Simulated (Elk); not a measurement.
## Mn3CuN: a ladder in the number of empty states

Wanted: the cheapest choice of the number of empty states that holds the magnetic results of Mn3CuN.

Program: Elk 11.2.3 (patched build). Level of theory: LDA (Perdew-Wang); all-electron APW+lo, Dirac cores, scalar-relativistic bands. Results are calculated unless marked as measured.

This is a report of a sequence of runs, with most program output left out.

**1. Set-up**

The structure is cubic, space group Pm-3m (No. 221). Conventional cell: a = 3.829 Å, b = 3.829 Å, c = 3.829 Å, α = 90.00°, β = 90.00°, γ = 90.00°. Nearest to Mn lie 2 N at 1.91 Å. Cu has 12 Mn at 2.71 Å nearest. Nearest to N lie 6 Mn at 1.91 Å. Farther neighbours and most contacts between anions are not listed.

Structure file:

```cif
data_structure
_symmetry_space_group_name_H-M 'Pm-3m'
_symmetry_Int_Tables_number 221
_cell_length_a 3.8288
_cell_length_b 3.8288
_cell_length_c 3.8288
_cell_angle_alpha 90.000
_cell_angle_beta 90.000
_cell_angle_gamma 90.000
_cell_volume 56.13
loop_
_atom_site_label
_atom_site_type_symbol
_atom_site_symmetry_multiplicity
_atom_site_Wyckoff_symbol
_atom_site_fract_x
_atom_site_fract_y
_atom_site_fract_z
_atom_site_occupancy
Mn1 Mn 3 c 0.00000 0.50000 0.50000 1
Cu1 Cu 1 a 0.00000 0.00000 0.00000 1
N1 N 1 b 0.50000 0.50000 0.50000 1
```

The cell comes from a database of computed structures and need not be the stable phase.

**2. Rung 1 (2 empty states an atom), start ferro +++**

Spin-polarised states are expanded in the spinless ones, so the number of empty states is a basis size that must be tested.

The last three numbers of an atom's line are a seed field in its sphere. It points against the wanted moment and shrinks by the factor reducebf each loop.

File elk.in:

```
tasks
  0

xctype
  3

rgkmax
  7.0

nempty
  2

swidth
  0.002

reducebf
  0.5

epsengy
  1e-05

maxscl
  100

lmaxi
  2

spinpol
  .true.

sppath
  './'

avec
  7.23547220310 0.00000000000 0.00000000000
  0.00000000000 7.23547220310 0.00000000000
  0.00000000000 0.00000000000 7.23547220310

atoms
  3
  'Mn.in'
  3
  0.0000000000 0.5000000000 0.5000000000   0.000000 0.000000 -0.262500
  0.5000000000 0.5000000000 0.0000000000   0.000000 0.000000 -0.262500
  0.5000000000 0.0000000000 0.5000000000   0.000000 0.000000 -0.262500
  'Cu.in'
  1
  0.0000000000 0.0000000000 0.0000000000   0.000000 0.000000 0.000000
  'N.in'
  1
  0.5000000000 0.5000000000 0.5000000000   0.000000 0.000000 0.000000

ngridk
  6 6 6
```

Started as:

```bash
OMP_NUM_THREADS=2 elk
```

It took 3.6 min on 2 threads of Arm Neoverse N1, shared host; peak memory 0.14 GiB.

Spin moment in the muffin-tin sphere by atom:

```csv
atom,spin moment in the muffin-tin sphere (μB)
Mn1,1.73
Mn2,1.73
Mn3,1.73
Cu4,0.19
N5,-0.06
```

Numbers from this step:

| Item | Value |
| --- | --- |
| magnetization | 5.705 μB |
| final state | ferromagnetic |

After 30 cycles the largest moment stands at 1.73 μB.

**3. Rung 1 (2 empty states an atom), start ferri ++-**

The second start gives the energy difference between the two end states, the quantity that is followed up the ladder.

Edit elk.in of step 2 so:

```diff
@@ -44,3 +44,3 @@
   0.5000000000 0.5000000000 0.0000000000   0.000000 0.000000 -0.262500
-  0.5000000000 0.0000000000 0.5000000000   0.000000 0.000000 -0.262500
+  0.5000000000 0.0000000000 0.5000000000   0.000000 0.000000 0.262500
   'Cu.in'
```

Started as:

```bash
OMP_NUM_THREADS=2 elk
```

Run time: 6.7 min. Hardware: 2 threads; peak memory 0.14 GiB; 13 min of CPU time.

Spin moment in the muffin-tin sphere by atom:

```csv
atom,spin moment in the muffin-tin sphere (μB)
Mn1,1.44
Mn2,1.44
Mn3,-2.24
Cu4,0.02
N5,-0.02
```

Read from the output:

```
magnetization : 0.6680 μB
final state   : ferrimagnetic
```

This start lies -49.9 meV a seeded atom from the first; its largest moment is 2.24 μB.

**4. Rung 2 (4 empty states an atom), start ferro +++**

Edit elk.in of step 3 so:

```diff
@@ -10,3 +10,3 @@
 nempty
-  2
+  4
 
@@ -44,3 +44,3 @@
   0.5000000000 0.5000000000 0.0000000000   0.000000 0.000000 -0.262500
-  0.5000000000 0.0000000000 0.5000000000   0.000000 0.000000 0.262500
+  0.5000000000 0.0000000000 0.5000000000   0.000000 0.000000 -0.262500
   'Cu.in'
```

Started as:

```bash
OMP_NUM_THREADS=2 elk
```

It took 3.9 min on 2 threads; peak memory 0.14 GiB.

This step gave:

* magnetization: 6.232 μB
* final state: ferromagnetic
* largest moment: 1.942 μB

The largest moment moves by +0.21 μB from rung 1, at 1.1 times its CPU time.

**5. Rung 2 (4 empty states an atom), start ferri ++-**

Edit elk.in of step 4 so:

```diff
@@ -44,3 +44,3 @@
   0.5000000000 0.5000000000 0.0000000000   0.000000 0.000000 -0.262500
-  0.5000000000 0.0000000000 0.5000000000   0.000000 0.000000 -0.262500
+  0.5000000000 0.0000000000 0.5000000000   0.000000 0.000000 0.262500
   'Cu.in'
```

Started as:

```bash
OMP_NUM_THREADS=2 elk
```

Wall time 7.7 min (2 threads); peak memory 0.15 GiB.

Numbers from this step:

* magnetization: 0.6889 μB
* final state: ferrimagnetic
* largest moment: 2.357 μB

This start lies -49.2 meV a seeded atom from the first, a change of +0.6 meV since rung 1; its largest moment is 2.36 μB.

**6. Rung 3 (8 empty states an atom), start ferro +++**

Edit elk.in of step 5 so:

```diff
@@ -10,3 +10,3 @@
 nempty
-  4
+  8
 
@@ -44,3 +44,3 @@
   0.5000000000 0.5000000000 0.0000000000   0.000000 0.000000 -0.262500
-  0.5000000000 0.0000000000 0.5000000000   0.000000 0.000000 0.262500
+  0.5000000000 0.0000000000 0.5000000000   0.000000 0.000000 -0.262500
   'Cu.in'
```

Started as:

```bash
OMP_NUM_THREADS=2 elk
```

Run time: 4.4 min. Hardware: 2 threads; peak memory 0.15 GiB.

Numbers from this step:

* magnetization: 6.419 μB
* final state: ferromagnetic
* largest moment: 2.022 μB

The largest moment moves by +0.08 μB from rung 2, at 1.2 times its CPU time.

**7. Rung 3 (8 empty states an atom), start ferri ++-**

Edit elk.in of step 6 so:

```diff
@@ -44,3 +44,3 @@
   0.5000000000 0.5000000000 0.0000000000   0.000000 0.000000 -0.262500
-  0.5000000000 0.0000000000 0.5000000000   0.000000 0.000000 -0.262500
+  0.5000000000 0.0000000000 0.5000000000   0.000000 0.000000 0.262500
   'Cu.in'
```

Started as:

```bash
OMP_NUM_THREADS=2 elk
```

The job ended after 9.8 min (2 threads; peak memory 0.17 GiB).

Numbers from this step:

```yaml
magnetization: 0.7012 μB
final_state: ferrimagnetic
largest_moment: 2.405 μB
```

This start lies -46.2 meV a seeded atom from the first, a change of +3.1 meV since rung 2; its largest moment is 2.40 μB.

**8. Rung 4 (16 empty states an atom), start ferro +++**

Edit elk.in of step 7 so:

```diff
@@ -10,3 +10,3 @@
 nempty
-  8
+  16
 
@@ -44,3 +44,3 @@
   0.5000000000 0.5000000000 0.0000000000   0.000000 0.000000 -0.262500
-  0.5000000000 0.0000000000 0.5000000000   0.000000 0.000000 0.262500
+  0.5000000000 0.0000000000 0.5000000000   0.000000 0.000000 -0.262500
   'Cu.in'
```

Started as:

```bash
OMP_NUM_THREADS=2 elk
```

The job ended after 6.3 min (2 threads; peak memory 0.16 GiB; 13 min of CPU time).

Read from the output:

```yaml
magnetization: 6.473 μB
final_state: ferromagnetic
largest_moment: 2.046 μB
```

The largest moment moves by +0.02 μB from rung 3, at 1.5 times its CPU time.

**9. Rung 4 (16 empty states an atom), start ferri ++-**

Edit elk.in of step 8 so:

```diff
@@ -44,3 +44,3 @@
   0.5000000000 0.5000000000 0.0000000000   0.000000 0.000000 -0.262500
-  0.5000000000 0.0000000000 0.5000000000   0.000000 0.000000 -0.262500
+  0.5000000000 0.0000000000 0.5000000000   0.000000 0.000000 0.262500
   'Cu.in'
```

Started as:

```bash
OMP_NUM_THREADS=2 elk
```

Run time: 15 min. Hardware: 2 threads; peak memory 0.19 GiB; 29 min of CPU time.

Numbers from this step:

```
magnetization  : 0.7066 μB
final state    : ferrimagnetic
largest moment : 2.417 μB
```

This start lies -44.8 meV a seeded atom from the first, a change of +1.3 meV since rung 3; its largest moment is 2.42 μB.

**10. Rung 5 (30 empty states an atom), start ferro +++**

Edit elk.in of step 9 so:

```diff
@@ -10,3 +10,3 @@
 nempty
-  16
+  30
 
@@ -44,3 +44,3 @@
   0.5000000000 0.5000000000 0.0000000000   0.000000 0.000000 -0.262500
-  0.5000000000 0.0000000000 0.5000000000   0.000000 0.000000 0.262500
+  0.5000000000 0.0000000000 0.5000000000   0.000000 0.000000 -0.262500
   'Cu.in'
```

Started as:

```bash
OMP_NUM_THREADS=2 elk
```

Run time: 12 min. Hardware: 2 threads; peak memory 0.24 GiB.

Numbers from this step:

- magnetization: 6.482 μB
- final state: ferromagnetic
- largest moment: 2.049 μB

The largest moment is that of rung 4, at 1.9 times its CPU time.

**11. Rung 5 (30 empty states an atom), start ferri ++-**

Edit elk.in of step 10 so:

```diff
@@ -44,3 +44,3 @@
   0.5000000000 0.5000000000 0.0000000000   0.000000 0.000000 -0.262500
-  0.5000000000 0.0000000000 0.5000000000   0.000000 0.000000 -0.262500
+  0.5000000000 0.0000000000 0.5000000000   0.000000 0.000000 0.262500
   'Cu.in'
```

Started as:

```bash
OMP_NUM_THREADS=2 elk
```

The job ended after 26 min (2 threads; peak memory 0.3 GiB).

This step gave:

* magnetization: 0.7086 μB
* final state: ferrimagnetic
* largest moment: 2.418 μB

This start lies -44.5 meV a seeded atom from the first, a change of +0.3 meV since rung 4; its largest moment is 2.42 μB.

**12. Side by side**

Ladder, by row:

```csv
rung,empty states an atom,state from the first start,state from the second start,second less first (meV a seeded atom),"moment, first (μB)","moment, second (μB)",CPU time (s)
1,2,ferromagnetic,ferrimagnetic,-49.86,1.734,2.241,1157
2,4,ferromagnetic,ferrimagnetic,-49.25,1.942,2.357,1343
3,8,ferromagnetic,ferrimagnetic,-46.17,2.022,2.405,1679
4,16,ferromagnetic,ferrimagnetic,-44.84,2.046,2.417,2519
5,30,ferromagnetic,ferrimagnetic,-44.55,2.049,2.418,4577
```

**13. Summary of results**

| Quantity | Value |
| --- | --- |
| range of the moment in the table, second start | 2.24 to 2.42 μB |
| range of CPU time | 19 min to 76 min |
| range of the energy difference | -49.9 to -44.5 meV a seeded atom |
| first rung from which all stay within 2.2 meV of the last | 3 |

What this shows: From rung 3 on the result stays within 1.6 meV of the last rung, inside the margin of 2.2 meV set for it, at 37 % of the last rung's cost. The second start ends lower on every rung of the table; whether functional and cell give the true order is another question.

[Logs and program files are shortened in this print: banners, set-up blocks, solver, clock and traceback lines can be left out without a mark of their own.]

[Logs are printed without paths, hosts, clocks, repeated set-up lines and the standing remarks that a program may print on its own settings, such as how far it seeks lower states.]

[Hosts, paths, dates, database ids (printed as entryN), source tags and the programs' standing remarks are cut or masked in the printed files.]

[Where a cell is said to come from a database of computed structures, the database is the Materials Project.]
